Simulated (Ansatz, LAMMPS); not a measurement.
## Electronic structure of amorphous polythiophene with methane (capped chains of 7 units) at 300 K (258 atoms)

Wanted: forces, charges and levels of amorphous polythiophene with methane (capped chains of 7 units) at 300 K (258 atoms).

Method: Kohn-Sham DFT, r2SCAN+D4, PAW (set soft_2), plane waves, in Ansatz 0.2.0.

## 1. The structure

The cell holds 258 atoms: 126 C, 28 S and 104 H. Cell: a = 14.999 Å, b = 14.999 Å, c = 14.999 Å, α = 90.0°, β = 90.0°, γ = 90.0°. 4 polythiophene chains of 7 units with methyl end groups, 6 methane placed at random, at 1.24 g/cm³; overlaps pushed apart, then 20 ps at 800 K with MMFF94 bonds, angles, torsions, charges and radii (Halgren, J. Comput. Chem. 17, 490 (1996)) in harmonic and 12-6 forms. Snapshot after 30 ps at 300 K and fixed volume.

Limits known from the start: The network of contacts between molecules at the start is that of the classical potential that made the cell, and needn't be the one that DFT or experiment would give. The density was typed from a rule of thumb and may lie off the real one at this temperature. Sampling is at Γ alone, for a cell whose shortest periodic width is 15 Å.

## 2. Making the structure

A classical potential makes the cell, at a small fraction of what the same run would cost in DFT.

This step: classical MD, MMFF94 bonds, angles, torsions, charges and radii (Halgren, J. Comput. Chem. 17, 490 (1996)) in harmonic and 12-6 forms; charges of ions scaled by 0.8 (LAMMPS 22 Jul 2025 - Update 4).

Contents of in.lmp:

```
# amorphous polythiophene with methane
units real
atom_style full
boundary p p p
bond_style harmonic
angle_style harmonic
dihedral_style opls
improper_style harmonic
special_bonds lj 0 0 0.5 coul 0 0 0.75
read_data data.lmp
neigh_modify delay 0 every 1 check yes one 4000
comm_modify cutoff 12.0
timestep 0.5
thermo_style custom step time temp pe press density
thermo_modify norm yes
# push overlapping molecules apart
pair_style soft 2.6
pair_coeff * * 0.0
variable a equal ramp(1,60)
fix ad all adapt 1 pair soft a * * v_a
velocity all create 800 752839 mom yes dist gaussian
fix lim all nve/limit 0.03
fix lan all langevin 800 800 50 752840 zero yes
thermo 1000
run 3000 post no
unfix ad
pair_style lj/cut/coul/long 9.0
pair_modify mix arithmetic tail yes
pair_coeff 1 1 0.0678 3.3680   # C
pair_coeff 2 2 0.0678 3.5860   # C
pair_coeff 3 3 0.2681 3.7370   # S
pair_coeff 4 4 0.0216 2.5400   # H
kspace_style pppm 1.0e-4
thermo 100
# [... 16 lines left out ...]
compute msd all msd com yes
thermo 7500
fix md all nvt temp 300 300 100
run 30000 post no
print "== T300: mean square displacement over the hold $(c_msd[4]:%.2f) A^2"
unfix md
uncompute msd
write_dump all custom T300.dump id type xs ys zs modify sort id
```

Run with:

```
$ lmp -in in.lmp -log none -nocite
```

Numbers of over 12 decimals in the logs are rounded to 6 here.

Log:

```text
LAMMPS (22 Jul 2025 - Update 4)
Reading data file ...
  orthogonal box = (0 0 0) to (14.9994 14.9994 14.9994)
  258 atoms
  orthogonal box = (0 0 0) to (14.9994 14.9994 14.9994)
  276 bonds
  448 angles
  544 dihedrals
  112 impropers
   Step          Time           Temp          PotEng         Press         Density
         0   0              800            0.79006447    -2621.8318      1.2379994
      1000   500            738.02203      2.6265111      4987.4784      1.2379994
      2000   1000           595.62736      2.3707336      5839.0992      1.2379994
      3000   1500           691.35704      2.306042       10968.006      1.2379994
[... 29 lines left out ...]
Loop time of 15.9917 s on 1 MPI rank(s) for 20000 steps with 258 atoms
   Step          Time           Temp          PotEng         Press         Density
[... 4 lines left out ...]
Loop time of 15.8822 s on 1 MPI rank(s) for 20000 steps with 258 atoms
   Step          Time           Temp          PotEng         Press         Density
[... 2 lines left out ...]
     52500   51500          306.42597      0.73288455     656.72361      1.2379994
     60000   59000          289.85379      0.71298697     8138.6804      1.2379994
     67500   66500          327.53922      0.80226379     6890.9121      1.2379994
     72000   71000          296.47137      0.71964836     7691.0213      1.2379994
Loop time of 22.7975 s on 1 MPI rank(s) for 30000 steps with 258 atoms
== T300: mean square displacement over the hold 21.54 A^2
```

Elapsed: 57 s, on 1 thread of Arm Neoverse V2, shared host; peak memory 0.13 GiB.

The input also reads data.lmp (atoms, bonds and types; not printed here).

## 3. Plane-wave single point

The electrons are solved once, with the atoms held.

Contents of input.yaml:

```yaml
crystal:
  lattice:
    - [14.9994, 0.0, 0.0]
    - [0.0, 14.9994, 0.0]
    - [0.0, 0.0, 14.9994]
  atoms:
    - { symbol: C, position: [0.69854, 0.11688, 0.91629] }
    - { symbol: C, position: [0.713, 0.03133, 0.87498] }
    - { symbol: C, position: [0.66658, 0.00292, 0.80552] }
    - { symbol: C, position: [0.66556, 0.9086, 0.79835] }
    - { symbol: C, position: [0.72586, 0.86959, 0.86011] }
    - { symbol: S, position: [0.76106, 0.94985, 0.93438] }
    - { symbol: C, position: [0.75531, 0.7821, 0.87015] }
    - { symbol: C, position: [0.75842, 0.71292, 0.80531] }
    - { symbol: C, position: [0.79755, 0.63095, 0.84136] }
    - { symbol: C, position: [0.82911, 0.64332, 0.92734] }
    - { symbol: S, position: [0.7967, 0.74729, 0.96655] }
    - { symbol: C, position: [0.88821, 0.58641, 0.97461] }
    - { symbol: C, position: [0.90438, 0.49698, 0.95469] }
    - { symbol: C, position: [0.97883, 0.46022, 0.0069] }
    - { symbol: C, position: [0.01594, 0.51817, 0.06283] }
    - { symbol: S, position: [0.9536, 0.6198, 0.06052] }
    - { symbol: C, position: [0.09683, 0.50859, 0.11384] }
    - { symbol: C, position: [0.14019, 0.43244, 0.13781] }
    - { symbol: C, position: [0.21996, 0.45273, 0.19026] }
    - { symbol: C, position: [0.23174, 0.5453, 0.19384] }
    - { symbol: S, position: [0.146, 0.59893, 0.15345] }
    - { symbol: C, position: [0.29909, 0.59519, 0.23684] }
    - { symbol: C, position: [0.37832, 0.56873, 0.27114] }
    - { symbol: C, position: [0.42802, 0.64054, 0.3155] }
    - { symbol: C, position: [0.38901, 0.71878, 0.29597] }
    - { symbol: S, position: [0.29848, 0.70746, 0.23641] }
    - { symbol: C, position: [0.42172, 0.80573, 0.31421] }
    - { symbol: C, position: [0.37098, 0.87992, 0.32719] }
    - { symbol: C, position: [0.42239, 0.94954, 0.35235] }
    - { symbol: C, position: [0.51337, 0.93472, 0.36285] }
    - { symbol: S, position: [0.53449, 0.82594, 0.3366] }
    - { symbol: C, position: [0.57703, 0.99741, 0.38966] }
    [... 220 atom lines left out ...]
    - { symbol: H, position: [0.61872, 0.52327, 0.80838] }
    - { symbol: C, position: [0.4769, 0.24384, 0.59031] }
    - { symbol: H, position: [0.50796, 0.27332, 0.53373] }
    - { symbol: H, position: [0.41714, 0.20723, 0.56851] }
    - { symbol: H, position: [0.45735, 0.29063, 0.64195] }
    - { symbol: H, position: [0.5175, 0.19118, 0.62197] }
kpoints:
  mp_grid: { grid: [1, 1, 1] }
hamiltonian:
  xc: r2scan
  dispersion: d4
scf:
  occupations: { method: fermi_dirac, width: 0.025 }
output:
  forces: true
  stress: true
  populations: intrinsic
  dos:
    method: { smearing: { sigma: 0.08 } }
    de: 0.1
    projected: { site_lists: { C: [C], H: [H], S: [S] } }
  eigenvalues: true
  write_density: true
  write_potential: true
  volumetric_format: npy
```

Run with:

```
$ ansatz run input.yaml --threads 8 --pin off --max-ram 15872MiB --backend cpu --events-out ev --progress --plain --runs-dir out
```

Log:

```text
Engine: ansatz 0.2.0, aarch64-unknown-linux-gnu
Pseudopotentials: kind: paw
Pseudopotential: C, paw, valence charge 4, recommended cutoff 500 eV (meta_gga), C.paw.azcp
Pseudopotential: S, paw, valence charge 6, recommended cutoff 500 eV (meta_gga), S.paw.azcp
Pseudopotential: H, paw, valence charge 1, recommended cutoff 500 eV (meta_gga), H.paw.azcp
Functional definition: r2SCAN
  parameter k0 = 0.174
  parameter k1 = 0.065
  parameter a1 = 4.9479
  exchange = r2scan_x(k0 = k0, k1 = k1, a1 = a1)
  correlation = r2scan_c
Crystal: 258 atoms, lattice volume = 3374.595 Å³
Basis set: ecut = 500 eV, 85687 PW (Γ), exchange–correlation on 480×480×480 points (64 copies of the dense FFT grid, shifted against one another)
Bands: 646, of which v1, the nominal top of the filled ones, is band 388 counted from 1 (387 counted from 0)
Symmetry: 1 space group operations
Space group: P1 (ITA 1), of the structure as read, at distance tolerance 1.5e-4 Å
k-points: 1
Non-local potential: C, projectors of the file, l = 0: 2, l = 1: 2, l = 2: 1
Non-local potential: S, projectors of the file, l = 0: 2, l = 1: 2, l = 2: 2
Non-local potential: H, projectors of the file, l = 0: 2, l = 1: 1
PAW form: soft (Blöchl's): semilocal exchange-correlation on the pseudo side does not see the compensation charge
PAW frozen core: C, regenerated for the run's functional (the file was generated under x = pbe(κ = 0.804, μ = 0.219515), c = pbe(β = 0.066725))
PAW frozen core: S, regenerated for the run's functional (the file was generated under x = pbe(κ = 0.804, μ = 0.219515), c = pbe(β = 0.066725))
PAW one-centre angular grid: C, 302 points (default); XC on 239 of its mesh's 2573 points in the sphere
PAW one-centre angular grid: S, 302 points (default); XC on 160 Gauss nodes
PAW one-centre angular grid: H, 302 points (default); XC on 160 Gauss nodes
Initial density: superposition of atomic densities (neutral atoms: chi_scale 0, normalization atom), corrected by the library's trained network
Initial wavefunctions: pseudopotential atomic-orbital guess
Functional: x = r2scan, c = r2scan; τ floored in thin density (d = 2e-4 eV/Å³)
SCF iter   1: F=—  HF=-58723.413151 eV  |F-HF|=—  |Δ(HF+E_count)|=         —  Δρ=7.46e-3  dr2=2.73e0  dr2_τ=2.81e1  ethr=1.77e-3  ⟨swp⟩=6.0  Hψ=3035  notcnv=0  defer=115
preconditioner: auto → Resta (q_TF=auto, 2.135 Å⁻¹)  ε∞=2.5  [insulator: Δε(μ)=1.449 eV  Ē_g=14.690 eV  σ=0.025 eV  W_gap=1.00  n_scr=514 (ndim 8)  ℏωp=17.8 eV  f_vac=0.206  D(μ)=0.00/eV (n_scr^D=0)  ε∞_Penn≈2.5]
SCF iter   2: F=—  HF=-58722.106080 eV  |F-HF|=—  |Δ(HF+E_count)|=    1.31e0  Δρ=4.44e-3  dr2=4.04e-1  dr2_τ=3.28e-2  ethr=3.52e-4  ⟨swp⟩=2.0  Hψ=1099  notcnv=0  defer=250
SCF iter   3: F=—  HF=-58722.083718 eV  |F-HF|=—  |Δ(HF+E_count)|=   2.24e-2  Δρ=1.51e-3  dr2=6.79e-2  dr2_τ=6.37e-3  ethr=5.21e-5  ⟨swp⟩=3.0  Hψ=792  notcnv=0  defer=250
SCF iter   4: F=—  HF=-58722.100301 eV  |F-HF|=—  |Δ(HF+E_count)|=   1.66e-2  Δρ=4.03e-4  dr2=1.19e-2  dr2_τ=1.06e-3  ethr=8.75e-6  ⟨swp⟩=2.0  Hψ=689  notcnv=0  defer=250
SCF iter   5: F=—  HF=-58722.102792 eV  |F-HF|=—  |Δ(HF+E_count)|=   2.49e-3  Δρ=1.72e-4  dr2=1.96e-3  dr2_τ=1.14e-4  ethr=1.53e-6  ⟨swp⟩=2.0  Hψ=744  notcnv=0  defer=250
SCF iter   6: F=—  HF=-58722.104433 eV  |F-HF|=—  |Δ(HF+E_count)|=   1.64e-3  Δρ=7.52e-5  dr2=3.63e-4  dr2_τ=2.71e-5  ethr=2.52e-7  ⟨swp⟩=2.0  Hψ=766  notcnv=0  defer=250
SCF iter   7: F=—  HF=-58722.104795 eV  |F-HF|=—  |Δ(HF+E_count)|=   3.62e-4  Δρ=2.45e-5  dr2=3.90e-5  dr2_τ=3.06e-6  ethr=4.68e-8  ⟨swp⟩=2.0  Hψ=778  notcnv=0  defer=250
SCF iter   8: F=—  HF=-58722.105021 eV  |F-HF|=—  |Δ(HF+E_count)|=   2.26e-4  Δρ=9.45e-6  dr2=6.15e-6  dr2_τ=4.62e-7  ethr=5.03e-9  ⟨swp⟩=2.0  Hψ=954  notcnv=0  defer=250
SCF iter   9: F=—  HF=-58722.105030 eV  |F-HF|=—  |Δ(HF+E_count)|=   8.73e-6  Δρ=4.09e-6  dr2=1.16e-6  dr2_τ=8.17e-8  ethr=7.93e-10  ⟨swp⟩=2.0  Hψ=758  notcnv=0  defer=250
SCF iter  10: F=—  HF=-58722.105031 eV  |F-HF|=—  |Δ(HF+E_count)|=   1.38e-6  Δρ=1.56e-6  dr2=1.64e-7  dr2_τ=1.29e-8  ethr=1.49e-10  ⟨swp⟩=2.0  Hψ=782  notcnv=0  defer=250
SCF iter  11: F=-58722.105031 eV  HF=-58722.105031 eV  |F-HF|=3.43e-8  |Δ(HF+E_count)|=   2.52e-7  Δρ=6.50e-7  dr2=2.92e-8  dr2_τ=1.86e-9  ethr=1.29e-11  ⟨swp⟩=21.0  Hψ=6161  notcnv=0
SCF 1 converged in 11 iterations: F = -58722.105031 eV  dr2 = 2.92e-8
  greatest PAW one-centre occupation: 0.889 electrons in one spin orbital (limit 2), on the S atom at site 20 (counted from 0), in its partial waves of l = 0
WARN: The input density's exchange-correlation potential varies sharply where the density is thin. Do not read a vacuum level from v_tot or v_xc, or from such a field of the output density. On a cell that repeats whose density bears no net charge and no dipole along the vacuum's axis use v_es (v_loc + v_h of the components); [...]
SCF converged after 11 iterations
Free energy (F): -58722.105031 eV
Harris-Foulkes:  -58722.105031 eV  (|F-HF|=3.43e-8)
Internal energy: -58722.105031 eV  (E = F + TS)
E sigma→0 (E₀):  -58722.105031 eV
Fermi energy:    2.264932 eV
--- Per-component energies (eV) ---
  E_band       = -5443.301007
  E_kinetic    = 15886.959549
  E_local      = -50756.289538  (includes V_loc(G=0)·N_el)
  E_nonlocal   = 4377.512387
  E_hartree    = 18830.306661
  E_xc         = -9442.589982
  E_vxc        = -12222.775081  (∫ρ·V_xc dr)
  E_paw        = -29839.438023  (= ΣΔE_a)
  E_vpaw       = -1074.605081  (= ΣTr[D̂ρ^β])
  E_aug_tail   = -0.050205  (compensation charges beyond the density's cutoff)
  E_vtau       = 685.340380  (kinetic-family band-sum trace: ∫τ·v_τ [+ j·A + Jᵃ·Aᵃ] dr)
  E_ewald      = -7763.161940
  E_disp       = -9.158981  (pairwise vdW)
  E_core_change = -6.194960  (= ΣΔE_core)
  E_smearing   = -0.000000  (= −TS)
  E_closure    = 0.000000  (closes the sum)
  Σ components = -58722.105031   (vs F -58722.105031, Δ=0.00e0)
--- Forces (eV/Å), atoms counted from 1 ---
  atom   1  C     -1.37801129     0.30269143     1.66798137
  atom   2  C     -0.01024423     0.56004131     1.42246131
  atom   3  C     -0.98217262    -2.57535021    -1.93875603
  atom   4  C      1.75520786    -0.62309511     0.73955826
  atom   5  C     -1.72655432     1.49893449    -0.57379058
  atom   6  S      0.81540457    -0.56774254     0.06749926
  atom   7  C     -0.34736836    -1.97338981    -2.78579668
  atom   8  C      0.37583518    -1.25398057     0.84340249
  atom   9  C     -1.08463760     3.31102797     0.38657395
  atom  10  C     -0.52935694     0.28209635    -0.27626765
  atom  11  S      1.25885999    -0.74115450     1.76180251
  atom  12  C     -0.18111058    -1.71751627    -0.25676369
  atom  13  C      1.15615224    -0.32318053     1.07296846
  atom  14  C     -3.53901457     1.56479420    -2.22823324
[...]
atom 257  H      0.04864267     0.21960385    -0.12298838
  atom 258  H      0.09410745     0.51320245    -0.32022058
  max |Σ_I F_I| component: 9.57e-5 eV/Å
--- Stress (GPa, compression-positive) ---
        1.313688      -0.397538       1.184718
       -0.397537       2.593838       0.970269
        1.184718       0.970269       0.825219
  P = ⅓ Tr σ = 1.5776 GPa (15.776 kbar)
--- Band table (eV) ---
  k-point 0: bands = ["-18.5450", "-18.4340", "-18.2312", "-18.1807", [... 630 levels ...], "10.6843", "10.7294", "10.7408", "10.7536", "10.7796", "10.7815", "10.8215", "10.8402", "10.8493", "10.8707", "10.8964", "10.9075"]
--- intrinsic populations: 258 sites ---
  site symbol       q [e]
     0      C      4.4987
     1      C      4.1493
     2      C      4.2280
[...]
257      H      0.8169
  spilling = -0.000000 (of n_electrons = 776.000000)
```

Elapsed: 2 min, on 8 threads of Arm Neoverse V2, shared host; peak memory 11 GiB.

The program notes that the exchange-correlation potential is rough where the density is thin.

Read from the output:

```yaml
free_energy: -58722.1050 eV
free_energy_per_atom: -227.6051 eV/atom
scf_cycles: 11
pressure: 1.578 GPa
r_m_s_force_component: 0.9763 eV/Å
longest_force: 4.814 eV/Å
fermi_energy: 2.265 eV
spacing_of_highest_filled_and_lowest_empty_level: 1.355 eV
```

Neighbours are counted within 1.85 Å (C-C), 1.34 Å (C-H), 2.17 Å (C-S).

Length of the force by element and coordination:

```
element  coordination  atoms  mean length of the force (eV/Å)  spread  least  most
      C           all    126                             1.88   0.895  0.338  4.81
      C             3    112                             1.89   0.927  0.338  4.81
      C             4     14                             1.78   0.576  0.718  2.71
      H           all    104                            0.912   0.531  0.116  2.72
      S           all     28                             1.45   0.814  0.497  3.68
```

Intrinsic-atomic-orbital charges by element and coordination:

| element | coordination | atoms | mean charge (e) | spread | least | most |
| --- | --- | --- | --- | --- | --- | --- |
| C | all | 126 | -0.236 | 0.140 | -0.772 | -0.123 |
| C | 3 | 112 | -0.189 | 0.0303 | -0.241 | -0.123 |
| C | 4 | 14 | -0.610 | 0.106 | -0.772 | -0.493 |
| H | all | 104 | 0.186 | 0.0097 | 0.158 | 0.210 |
| S | all | 28 | 0.369 | 0.0319 | 0.309 | 0.472 |

Density of states as counts of states in windows of 1 eV (from the Fermi level), total and the larger projections:

```csv
from (eV),to (eV),total,C p,S p,H s,C s
-18,-17,17.4,3.8,1.3,0.8,11.1
-17,-16,35.2,10.4,0.9,2.7,16.7
-16,-15,50.2,14.7,0.6,3.7,18.3
-15,-14,26.4,5.4,0.4,6.5,12.1
-14,-13,10.9,3.9,0.3,1.3,5.1
-13,-12,20.0,11.2,0.6,1.4,5.1
-12,-11,27.2,14.1,1.6,3.2,7.0
-11,-10,51.6,26.6,6.1,6.7,7.1
-10,-9,36.1,19.3,4.5,5.3,3.8
-9,-8,25.4,17.0,2.2,3.7,1.6
-8,-7,83.4,56.2,8.4,14.0,2.0
-7,-6,102.3,71.2,9.7,17.4,1.2
-6,-5,96.2,54.2,25.8,12.5,0.8
-5,-4,34.1,15.3,14.6,1.6,0.5
-4,-3,38.3,24.8,12.8,0.3,0.1
-3,-2,43.4,24.7,17.9,0.3,0.1
-2,-1,14.4,12.8,1.1,0.3,0.0
-1,0,7.6,7.2,0.2,0.1,0.0
0,1,7.4,5.3,1.7,0.1,0.0
1,2,17.6,12.9,3.1,0.4,0.2
2,3,42.5,20.6,9.6,2.5,3.2
3,4,66.6,25.0,10.3,7.8,5.6
4,5,84.6,29.6,7.8,10.3,6.0
```

The curve was stored every 0.10 eV, coarse against its broadening of 0.08 eV, so these counts are rough.

Between -21 and -18 eV lie 56 more states.

The levels nearest the highest filled one (over half full), pooled over k-points and spins:

```
level less the highest filled one (eV)  occupation
                                -0.606           2
                                -0.556           2
                                -0.225           2
                                -0.179           2
                                -0.113           2
                                     0           2
                                  1.36           0
                                  1.44           0
                                  1.55           0
                                  1.69           0
                                  1.85           0
                                  1.89           0
```

Electrostatic potential energy in the bc plane at fractional x = 0.003, with atoms of C and H and S within 0.2 Å of it. With pseudopotentials it is smooth inside the atoms' cores, unlike the true potential.

Ten even steps from '0' (-33 eV) to '9' (6 eV), each cell a mean:
```
9999999999999999878657999999999999853478999
9999999999988999999999999999999999865689999
9999998522523899999999999999999999998999999
9877887100278999999999999999974478999999999
8722477755899999999999999987710027899999999
8610388999999999999999997730013479999998999
8887899999999999999987788741148999999854688
9999999999999998887323789998899999999732479
9999999999999972124000799999999999999877899
9999999999999960006657899999999999999999999
9999999988999976789999999999999669999999999
9999999999999999999999999999999889999999999
9999999999999999999999999999999999999999999
9999999999999999999999999999999999999998899
8899999999999999999999999999999999888886666
2548999999999999998777899999999987556787300
5889999999999999988652599999999971000577522
9999999999999999889888899999999971000587889
9999999999999999999999999999999998667999999
9999999999999999999999999999999999999999999
9998885489999999999999889988999999999999999
7788887799999999999984126755789999999999999
4378999999999999988650004633689999999999998
3389999999999999514001568877899999987789999
```
Columns run along b (15.0 Å; values clipped at the 3rd and 97th percentile), rows up along c (15.0 Å). Atoms in or near the plane, at fractional coordinates: C at (0.52, 0.06), H at (0.39, 0.01), C at (0.97, 0.33), S at (0.81, 0.28), C at (0.71, 0.80), C at (0.64, 0.74), C at (0.46, 0.64), C at (0.37, 0.61), H at (0.01, 0.02), C at (0.20, 0.85), H at (0.49, 0.30).

[end of part 1 of 2]

[Logs are printed without paths, hosts, clocks, repeated set-up lines and the standing remarks that a program may print on its own settings, such as how far it seeks lower states.]

[Hosts, paths, dates, database ids (printed as entryN), source tags and the programs' standing remarks are cut or masked in the printed files.]

[The MMFF94 radii named for the starting cell were scaled by 0.96; in molecules described by MMFF94, hydrogen bound to N, O or S took a small fixed 12-6 site in their place.]
